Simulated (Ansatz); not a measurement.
# K on Ir(111): change of the work function, part 2 of 3

Aim: the work function of Ir(111) at several coverages of K (fcc site), and the dipole that each adsorbate carries.

Ansatz 0.2.0; plane-wave DFT, PBE, Ansatz PAW.

So far, work function, upper face (eV): step 2 (the clean slab) 5.49.

**3. The covered slab, k-mesh 4×4×1, coverage 0.111 ML**

System of this step: KIr36 (K/Ir(111)). The cell holds 37 atoms: 36 Ir and 1 K. Its edges and angles: a = 8.146 Å, b = 8.146 Å, c = 27.813 Å, α = 90.0°, β = 90.0°, γ = 60.0°. Vacuum lies along c.

The clean slab as it ended is repeated in the plane and the adsorbate is set on one face; the cell's size fixes the coverage, and the k-mesh shrinks with it to keep the sampling density about even. Adsorbate and upper layers relax, since the dipole depends on the height.

File input.yaml:

```yaml
crystal:
  lattice:
    - [8.1458701194, 0.0, 0.0]
    - [4.0729350597, 7.0545304593, 0.0]
    - [0.0, 0.0, 27.8128080558]
  atoms:
    - { symbol: Ir, position: [0.0, 0.0, 0.3235919215] }
    - { symbol: Ir, position: [0.1111111111, 0.1111111111, 0.4033042982] }
    - { symbol: Ir, position: [0.2222222222, 0.2222222222, 0.4829238796] }
    - { symbol: Ir, position: [0.0, 0.0, 0.5621612478] }
    - { symbol: Ir, position: [0.0, 0.3333333333, 0.3235919215] }
    - { symbol: Ir, position: [0.1111111111, 0.4444444444, 0.4033042982] }
    - { symbol: Ir, position: [0.2222222222, 0.5555555556, 0.4829238796] }
    - { symbol: Ir, position: [0.0, 0.3333333333, 0.5621612478] }
    - { symbol: Ir, position: [0.0, 0.6666666667, 0.3235919215] }
    - { symbol: Ir, position: [0.1111111111, 0.7777777778, 0.4033042982] }
    - { symbol: Ir, position: [0.2222222222, 0.8888888889, 0.4829238796] }
    - { symbol: Ir, position: [0.0, 0.6666666667, 0.5621612478] }
    - { symbol: Ir, position: [0.3333333333, 0.0, 0.3235919215] }
    - { symbol: Ir, position: [0.4444444444, 0.1111111111, 0.4033042982] }
    - { symbol: Ir, position: [0.5555555556, 0.2222222222, 0.4829238796] }
    - { symbol: Ir, position: [0.3333333333, 0.0, 0.5621612478] }
    - { symbol: Ir, position: [0.3333333333, 0.3333333333, 0.3235919215] }
    - { symbol: Ir, position: [0.4444444444, 0.4444444444, 0.4033042982] }
    - { symbol: Ir, position: [0.5555555556, 0.5555555556, 0.4829238796] }
    - { symbol: Ir, position: [0.3333333333, 0.3333333333, 0.5621612478] }
    - { symbol: Ir, position: [0.3333333333, 0.6666666667, 0.3235919215] }
    - { symbol: Ir, position: [0.4444444444, 0.7777777778, 0.4033042982] }
    - { symbol: Ir, position: [0.5555555556, 0.8888888889, 0.4829238796] }
    - { symbol: Ir, position: [0.3333333333, 0.6666666667, 0.5621612478] }
    - { symbol: Ir, position: [0.6666666667, 0.0, 0.3235919215] }
    - { symbol: Ir, position: [0.7777777778, 0.1111111111, 0.4033042982] }
    - { symbol: Ir, position: [0.8888888889, 0.2222222222, 0.4829238796] }
    - { symbol: Ir, position: [0.6666666667, 0.0, 0.5621612478] }
    - { symbol: Ir, position: [0.6666666667, 0.3333333333, 0.3235919215] }
    - { symbol: Ir, position: [0.7777777778, 0.4444444444, 0.4033042982] }
    - { symbol: Ir, position: [0.8888888889, 0.5555555556, 0.4829238796] }
    - { symbol: Ir, position: [0.6666666667, 0.3333333333, 0.5621612478] }
    - { symbol: Ir, position: [0.6666666667, 0.6666666667, 0.3235919215] }
    - { symbol: Ir, position: [0.7777777778, 0.7777777778, 0.4033042982] }
    - { symbol: Ir, position: [0.8888888889, 0.8888888889, 0.4829238796] }
    - { symbol: Ir, position: [0.6666666667, 0.6666666667, 0.5621612478] }
    - { symbol: K, position: [0.1111111111, 0.1111111111, 0.6764080785] }
kpoints:
  mp_grid: { grid: [4, 4, 1] }
hamiltonian:
  xc: pbe
scf:
  occupations: { method: fermi_dirac, width: 0.1 }
  convergence: { dr2_threshold: 1.0e-08 }
efield:
  axis: 3
  dipole_correction: true
  ramp_position: 0.97
  ramp_width: 0.06
relax:
  f_tol: 0.02
  max_steps: 60
  constraints:
    - { sites: [0, 1, 4, 5, 8, 9, 12, 13, 16, 17, 20, 21, 24, 25, 28, 29, 32, 33] }
output:
  write_potential: true
  write_density: true
  volumetric_format: npy
```

Command:

```console
$ ansatz run input.yaml --threads 4 --pin off --max-ram 16384MiB --backend cpu --events-out ev --progress --plain --runs-dir out
```

Log:

```text
[...]
Crystal: 37 atoms, lattice volume = 1598.271 Å³
Basis set: ecut = 420 eV, 31239 PW (Γ), exchange–correlation on 120×120×384 points (8 copies of the dense FFT grid, shifted against one another)
Bands: 373, of which v1, the nominal top of the filled ones, is band 311 counted from 1 (310 counted from 0)
Symmetry: 6 space group operations
[...]
k-points: 4 of 16 (time reversal used)
[...]
SCF iter   1: F=—  HF=-431195.358268 eV  |F-HF|=—  |Δ(HF+E_count)|=         —  Δρ=8.34e-3  dr2=1.26e1  ethr=1.77e-3  p=1.161 e·Å  D=1.31e-1 V/Å  ΔV_dip=-3.66 eV  dr2_dipole=2.39e0  V_vac-E_F(+/−)=1.45/5.11 eV  ⟨swp⟩=7.2  Hψ=6101  notcnv=0  defer=37
[...]
SCF iter  10: F=-431195.185786 eV  HF=-431195.185786 eV  |F-HF|=2.44e-8  |Δ(HF+E_count)|=   6.68e-8  Δρ=3.56e-7  dr2=2.45e-9  ethr=1.61e-12  p=1.231 e·Å  D=1.39e-1 V/Å  ΔV_dip=-3.87 eV  dr2_dipole=1.50e-10  V_vac-E_F(+/−)=1.63/5.51 eV  ⟨swp⟩=10.2  Hψ=10460  notcnv=0
SCF 1 converged in 10 iterations: F = -431195.185786 eV  dr2 = 2.45e-9
[...]
relax step   1: F+E_penalty+E_count = -431195.18578618 eV  Δ(F+E_penalty+E_count) = +0.000e0 eV  max|allowed force component| = 6.590e-1 eV/Å  Δτ_max = 0.0000 Å  (10 SCF iters, accepted)
[...]
SCF iter   9: F=-431195.248256 eV  HF=-431195.248256 eV  |F-HF|=7.04e-9  |Δ(HF+E_count)|=   5.16e-8  Δρ=3.52e-7  dr2=3.13e-9  ethr=1.61e-12  p=1.160 e·Å  D=1.31e-1 V/Å  ΔV_dip=-3.65 eV  dr2_dipole=3.93e-11  V_vac-E_F(+/−)=1.85/5.51 eV  ⟨swp⟩=10.0  Hψ=10460  notcnv=0
SCF 2 converged in 9 iterations: F = -431195.248256 eV  dr2 = 3.13e-9
[...]
relax step   2: F+E_penalty+E_count = -431195.24825574 eV  Δ(F+E_penalty+E_count) = -6.247e-2 eV  max|allowed force component| = 4.413e-1 eV/Å  Δτ_max = 0.1124 Å  (9 SCF iters, accepted)
SCF iter   1: F=—  HF=-431195.293277 eV  |F-HF|=—  |Δ(HF+E_count)|=         —  Δρ=1.58e-3  dr2=1.58e-1  ethr=1.25e-3  p=1.160 e·Å  D=1.31e-1 V/Å  ΔV_dip=-3.65 eV  dr2_dipole=3.95e-2  V_vac-E_F(+/−)=1.86/5.51 eV  ⟨swp⟩=5.0  Hψ=2854  notcnv=0  defer=60
[...]
SCF iter   9: F=-431195.290753 eV  HF=-431195.290753 eV  |F-HF|=2.74e-9  |Δ(HF+E_count)|=   7.56e-8  Δρ=4.85e-7  dr2=9.82e-9  ethr=1.61e-12  p=1.050 e·Å  D=1.19e-1 V/Å  ΔV_dip=-3.31 eV  dr2_dipole=5.29e-11  V_vac-E_F(+/−)=2.20/5.50 eV  ⟨swp⟩=10.2  Hψ=10620  notcnv=0
SCF 3 converged in 9 iterations: F = -431195.290753 eV  dr2 = 9.82e-9
[...]
relax step   3: F+E_penalty+E_count = -431195.29075267 eV  Δ(F+E_penalty+E_count) = -4.250e-2 eV  max|allowed force component| = 8.313e-2 eV/Å  Δτ_max = 0.1950 Å  (9 SCF iters, accepted)
SCF iter   1: F=—  HF=-431195.289232 eV  |F-HF|=—  |Δ(HF+E_count)|=         —  Δρ=3.00e-4  dr2=9.73e-3  ethr=6.49e-6  p=1.050 e·Å  D=1.19e-1 V/Å  ΔV_dip=-3.31 eV  dr2_dipole=3.49e-3  V_vac-E_F(+/−)=2.20/5.50 eV  ⟨swp⟩=3.2  Hψ=2852  notcnv=0  defer=63
[...]
SCF iter   8: F=-431195.292231 eV  HF=-431195.292231 eV  |F-HF|=8.73e-10  |Δ(HF+E_count)|=   2.10e-8  Δρ=2.24e-7  dr2=1.91e-9  ethr=1.61e-12  p=1.068 e·Å  D=1.21e-1 V/Å  ΔV_dip=-3.36 eV  dr2_dipole=5.43e-11  V_vac-E_F(+/−)=2.14/5.50 eV  ⟨swp⟩=9.0  Hψ=9402  notcnv=0
SCF 4 converged in 8 iterations: F = -431195.292231 eV  dr2 = 1.91e-9
relax step   4: F+E_penalty+E_count = -431195.29223058 eV  Δ(F+E_penalty+E_count) = -1.478e-3 eV  max|allowed force component| = 1.601e-2 eV/Å  Δτ_max = 0.0310 Å  (8 SCF iters, accepted)
NSCF: frozen V_eff on 4 k-points
[...]
SCF converged after 8 iterations
Free energy (F): -431195.292231 eV
[...]
Internal energy: -431194.056831 eV  (E = F + TS)
E sigma→0 (E₀):  -431194.674531 eV
Entropy (-TS):   -1.235400 eV (-33.389 meV/atom)
Fermi energy:    5.781574 eV
Dipole field:    D = 0.120947 V/Å  (p = 1.068280 e·Å, saw-weighted, corrected)
Work function:   Φ+ = 2.1395 eV   Φ− = 5.5034 eV
[...]
--- Forces (eV/Å), atoms counted from 1 ---
  atom   1  Ir     0.00119956     0.00069257     0.15064319
  atom   2  Ir     0.00000000     0.00000000    -0.11651702
  atom   3  Ir     0.00289139     0.00166934    -0.00418679
  atom   4  Ir     0.00923594     0.00533237     0.00666500
  atom   5  Ir     0.00000000    -0.00138513     0.15064319
  atom   6  Ir     0.00853713     0.00424918    -0.15669119
  atom   7  Ir    -0.00070250     0.00040559     0.00160047
  atom   8  Ir     0.00000000    -0.01066475     0.00666500
  atom   9  Ir    -0.00688583     0.00397554     0.16408680
  atom  10  Ir     0.00058867    -0.00951796    -0.15669119
  atom  11  Ir     0.00000000    -0.00333869    -0.00418679
  atom  12  Ir     0.00137072    -0.00079138     0.00111830
  atom  13  Ir    -0.00119956     0.00069257     0.15064319
  atom  14  Ir     0.00794846     0.00526878    -0.15669119
  atom  15  Ir     0.00000000    -0.00081117     0.00160047
  atom  16  Ir    -0.00923594     0.00533237     0.00666500
  atom  17  Ir     0.00089558     0.00051706     0.13967331
  atom  18  Ir    -0.00000000     0.00000000    -0.11150164
  atom  19  Ir     0.00070250     0.00040559     0.00160047
  atom  20  Ir    -0.00456351    -0.00263475     0.00099161
  atom  21  Ir     0.00000000    -0.00103412     0.13967331
  atom  22  Ir    -0.00058867    -0.00951796    -0.15669119
  atom  23  Ir     0.00391306    -0.00225920    -0.00049470
  atom  24  Ir     0.00000000     0.00526949     0.00099161
  atom  25  Ir     0.00000000    -0.00795108     0.16408680
  atom  26  Ir    -0.00794846     0.00526878    -0.15669119
  atom  27  Ir    -0.00289139     0.00166934    -0.00418679
  atom  28  Ir     0.00000000     0.00158277     0.00111830
  atom  29  Ir    -0.00089558     0.00051706     0.13967331
  atom  30  Ir    -0.00853713     0.00424918    -0.15669119
  atom  31  Ir     0.00000000     0.00451841    -0.00049470
  atom  32  Ir     0.00456351    -0.00263475     0.00099161
  atom  33  Ir     0.00688583     0.00397554     0.16408680
  atom  34  Ir    -0.00000000     0.00000000    -0.19612211
  atom  35  Ir    -0.00391306    -0.00225920    -0.00049470
  atom  36  Ir    -0.00137072    -0.00079138     0.00111830
  atom  37  K      0.00000000    -0.00000000    -0.01601330
  max |Σ_I F_I| component: 9.62e-6 eV/Å
--- Band table (eV) ---
  k-point 0: bands = [... 307 lower, 5.5205, 5.5838, 5.5838, 5.7661, 5.7837, 5.7914, 5.7914, 5.7954, ... 58 higher]
  k-point 1: bands = [... 307 lower, 5.4335, 5.6939, 5.6940, 5.8501, 5.8608, 5.8773, 5.8942, 6.0189, ... 58 higher]
  k-point 2: bands = [... 307 lower, 5.5103, 5.7572, 5.7780, 5.8582, 5.8808, 5.8891, 5.8956, 5.9002, ... 58 higher]
  k-point 3: bands = [... 307 lower, 5.5734, 5.7673, 5.7929, 5.8361, 5.9618, 6.0518, 6.0633, 6.1418, ... 58 higher]
--- Relaxed structure (4 steps of the walk, 4 accepted, 0 SCFs on fresh bases) ---
  F+E_penalty+E_count = -431195.29223058 eV   max|allowed force component| = 1.601e-2 eV/Å
  atoms:
    - { symbol: Ir, position: [1.111111e-11, 1.111111e-11, 0.323592] }
    - { symbol: Ir, position: [0.111111, 0.111111, 0.403304] }
    - { symbol: Ir, position: [0.222159, 0.222159, 0.483063] }
    - { symbol: Ir, position: [-0.000830292, -0.000830292, 0.562216] }
    - { symbol: Ir, position: [1.111108e-11, 0.333333, 0.323592] }
    - { symbol: Ir, position: [0.111111, 0.444444, 0.403304] }
    - { symbol: Ir, position: [0.222357, 0.555488, 0.483161] }
    - { symbol: Ir, position: [-0.000830292, 0.334994, 0.562216] }
    - { symbol: Ir, position: [-2.222222e-11, 0.666667, 0.323592] }
    - { symbol: Ir, position: [0.111111, 0.777778, 0.403304] }
    - { symbol: Ir, position: [0.222159, 0.889016, 0.483063] }
    - { symbol: Ir, position: [-6.562967e-5, 0.666699, 0.562449] }
    - { symbol: Ir, position: [0.333333, 1.111111e-11, 0.323592] }
    - { symbol: Ir, position: [0.444444, 0.111111, 0.403304] }
    - { symbol: Ir, position: [0.555488, 0.222357, 0.483161] }
    - { symbol: Ir, position: [0.334994, -0.000830292, 0.562216] }
    - { symbol: Ir, position: [0.333333, 0.333333, 0.323592] }
    - { symbol: Ir, position: [0.444444, 0.444444, 0.403304] }
    - { symbol: Ir, position: [0.555488, 0.555488, 0.483161] }
    - { symbol: Ir, position: [0.333302, 0.333302, 0.562619] }
    - { symbol: Ir, position: [0.333333, 0.666667, 0.323592] }
    - { symbol: Ir, position: [0.444444, 0.777778, 0.403304] }
    - { symbol: Ir, position: [0.555828, 0.888753, 0.482929] }
    - { symbol: Ir, position: [0.333302, 0.666729, 0.562619] }
    - { symbol: Ir, position: [0.666667, -2.222220e-11, 0.323592] }
    - { symbol: Ir, position: [0.777778, 0.111111, 0.403304] }
    - { symbol: Ir, position: [0.889016, 0.222159, 0.483063] }
    - { symbol: Ir, position: [0.666699, -6.562967e-5, 0.562449] }
    - { symbol: Ir, position: [0.666667, 0.333333, 0.323592] }
    - { symbol: Ir, position: [0.777778, 0.444444, 0.403304] }
    - { symbol: Ir, position: [0.888753, 0.555828, 0.482929] }
    - { symbol: Ir, position: [0.666729, 0.333302, 0.562619] }
    - { symbol: Ir, position: [0.666667, 0.666667, 0.323592] }
    - { symbol: Ir, position: [0.777778, 0.777778, 0.403304] }
    - { symbol: Ir, position: [0.888753, 0.888753, 0.482929] }
    - { symbol: Ir, position: [0.666699, 0.666699, 0.562449] }
    - { symbol: K, position: [0.111111, 0.111111, 0.666467] }
```

Wall time 14 min (4 threads of Arm Neoverse N1, shared host); peak memory 9.9 GiB.

The steps of the relaxation:

```tsv
step	energy less that of the first step (eV)	largest force component (eV/Å)
1	0.0000	0.6590
2	-0.0625	0.4413
3	-0.1050	0.0831
4	-0.1064	0.0160
```

Forces are held to the 6 operations that the program found; a distortion that breaks them can't arise in this run.

The atoms that moved most (Å):

```tsv
atom	dx	dy	dz	length
K37	0.000	0.000	-0.276	0.276
Ir20	0.000	0.000	0.013	0.013
Ir24	0.000	0.000	0.013	0.013
Ir32	0.000	0.000	0.013	0.013
Ir4	-0.010	-0.006	0.002	0.012
Ir16	0.010	-0.006	0.002	0.012
Ir8	0.000	0.012	0.002	0.012
Ir12	0.000	0.000	0.008	0.008
```

Final coordinates:

```
Ir K
1.0
     8.14587    0.00000    0.00000
     4.07294    7.05453    0.00000
     0.00000    0.00000   27.81281
Ir K
36 1
Cartesian
  0.0000 0.0000 9.0000
  1.3576 0.7838 11.2170
  2.7145 1.5672 13.4353
  -0.0101 -0.0059 15.6368
  1.3576 2.3515 9.0000
  2.7153 3.1353 11.2170
  4.0738 3.9187 13.4381
  1.3576 2.3632 15.6368
  2.7153 4.7030 9.0000
  4.0729 5.4869 11.2170
  5.4306 6.2716 13.4353
  2.7149 4.7033 15.6433
  2.7153 0.0000 9.0000
  4.0729 0.7838 11.2170
  5.4306 1.5686 13.4381
  2.7254 -0.0059 15.6368
  4.0729 2.3515 9.0000
  5.4306 3.1353 11.2170
  6.7874 3.9187 13.4381
  4.0726 2.3513 15.6480
  5.4306 4.7030 9.0000
  6.7882 5.4869 11.2170
  8.1475 6.2697 13.4316
  5.4306 4.7035 15.6480
  5.4306 0.0000 9.0000
  6.7882 0.7838 11.2170
  8.1466 1.5672 13.4353
  5.4306 -0.0005 15.6433
  6.7882 2.3515 9.0000
  8.1459 3.1353 11.2170
  9.5035 3.9211 13.4316
  6.7886 2.3513 15.6480
  8.1459 4.7030 9.0000
  9.5035 5.4869 11.2170
  10.8595 6.2697 13.4316
  8.1463 4.7033 15.6433
  1.3576 0.7838 18.5363
```

Numbers from this step:

```
energy at zero smearing        : -431194.6745 eV
work function, upper face      : 2.139 eV
work function, lower face      : 5.503 eV
dipole along the normal        : 1.068 e·Å
step between the vacuum levels : -3.364 eV
```

Running mean over 2.217 Å of the planar mean; the ramp of the sawtooth is left out. Electron's electrostatic potential energy less the Fermi level against z:

```tsv
z (Å)	electron's electrostatic potential energy less the Fermi level (eV)
4	5.50
5	5.50
6	5.43
7	4.27
8	-5.49
9	-12.7
10	-13.3
11	-13.5
12	-13.6
13	-13.6
14	-13.5
15	-13.3
16	-11.8
17	-1.67
18	2.35
19	1.68
20	1.95
21	2.13
22	2.14
23	2.14
24	2.14
```

The relaxation took 4 steps and lowered the energy by 0.11 eV; the largest force on the free atoms ends at 0.016 eV/Å.

The covered face has 2.14 eV, -3.35 eV against the clean one; the bare back face has moved by +0.01 eV, a measure of how thin the slab is.

(Part 2 of 3 ends here.)

[Long decimals in the printed logs are rounded to 6 places.]

[Logs are printed without paths, hosts, clocks, repeated set-up lines and the standing remarks that a program may print on its own settings, such as how far it seeks lower states.]

[Hosts, paths, dates, database ids (printed as entryN), source tags and the programs' standing remarks are cut or masked in the printed files.]

[Maps of the electrostatic potential energy from Ansatz leave out the sawtooth potential of an applied field or a dipole correction, so their vacuum need not be flat; planar profiles and work functions include it.]
